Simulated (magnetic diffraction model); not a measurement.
# Yb3Si2Ge2Pd4: the ordered moment from one line

Space group Immm (no. 71), a = 4.2650 Å, b = 7.2010 Å, c = 13.8310 Å.

| site | atom | x | y | z |
| --- | --- | --- | --- | --- |
| 4j | Yb | 0 | 1/2 | 0.8773 |
| 2a | Yb | 0 | 0 | 0 |
| 8l | Pd | 0 | 0.7008 | 0.6774 |
| 4h | Ge | 1/2 | 0.6742 | 0 |
| 4i | Si | 1/2 | 1/2 | 0.7199 |

The compound is invented for this exercise: a known structure type with other elements, its cell scaled to their sizes and not relaxed.

Only Yb is taken to order (form factors of Yb3+); orders and moment sizes are assumed, and not adapted to the symmetry. Radiation: neutrons of λ = 1.8 Å, 2° to 55°; isotropic B of 0.41 Å² (Yb), 0.39 Å² (Pd), 0.41 Å² (Ge) and 0.76 Å² (Si). The intensities are simulated: I ∝ L Σ (|F_N|² + |F_M⊥|²) for unpolarised neutrons, with F_M = 2.695 fm/μB × Σ f(s) S exp(2πi Q·r) exp(−B s²) at Q = H ± k (one set where k and −k are equivalent), only the part normal to Q counting and L = 1/(sin²θ cos θ). For a modulated order the moment at position r is S exp(−2πi k·r) + c.c., with S = m/2 for a sine wave of amplitude m and S = m(u + iv)/2 for moments turning in a plane, u and v being orthogonal unit vectors in it; the phase factor of the sum at Q = H + k is then exp(2πi H·r). Form factors are spin-only for 3d ions and dipole or tabulated for f ions, scattering lengths are Sears's of 1992, and absorption is left out. A label names one of the reflections at its angle. The strongest nuclear line in the range is 100, and lines under 0.2 are left out.

In a first state the assumed order is k = (0 0 1/4), a sine wave with moments along [010] (amplitudes given), 2.8 μB on Yb; signs + at (0, 1/2, 0.8773), + at (1/2, 0, 0.6227), + at (0, 0, 0), with this pattern:

```csv
2θ (°),index,nuclear,magnetic
13.08,(0 0 7/4),0.0,1.3
14.96,(0 0 2),3.5,0.0
16.20,(0 1 1),7.4,0.0
16.84,(0 0 9/4),0.0,0.8
25.02,(1 0 3/4),0.0,3.6
25.21,(0 1 11/4),0.0,2.2
25.52,(1 0 1),1.1,0.0
26.14,(1 0 5/4),0.0,3.3
26.81,(0 1 3),4.3,0.0
28.25,(0 0 15/4),0.0,0.2
28.39,(1 1 0),0.6,0.0
28.44,(0 1 13/4),0.0,1.9
28.46,(1 1 1/4),0.0,0.7
28.95,(0 2 0),5.0,0.0
30.17,(0 0 4),0.3,0.0
31.38,(1 1 7/4),0.0,0.5
```
(The table stops after 16 lines; 26 more lie at higher angle.)

**Question.** Nearer the ordering temperature the line at 25.02° has total intensity 0.3 on the same scale, and all moments have shrunk alike. How large is the Yb moment?

The nuclear part, 0.0, stays, so the magnetic part is 0.3 against 3.6. It goes as m², so m = 2.8 × √(0.3/3.6) = 0.81 μB; the value used was 0.84 μB.

[Logs are printed without paths, hosts, clocks, repeated set-up lines and the standing remarks that a program may print on its own settings, such as how far it seeks lower states.]
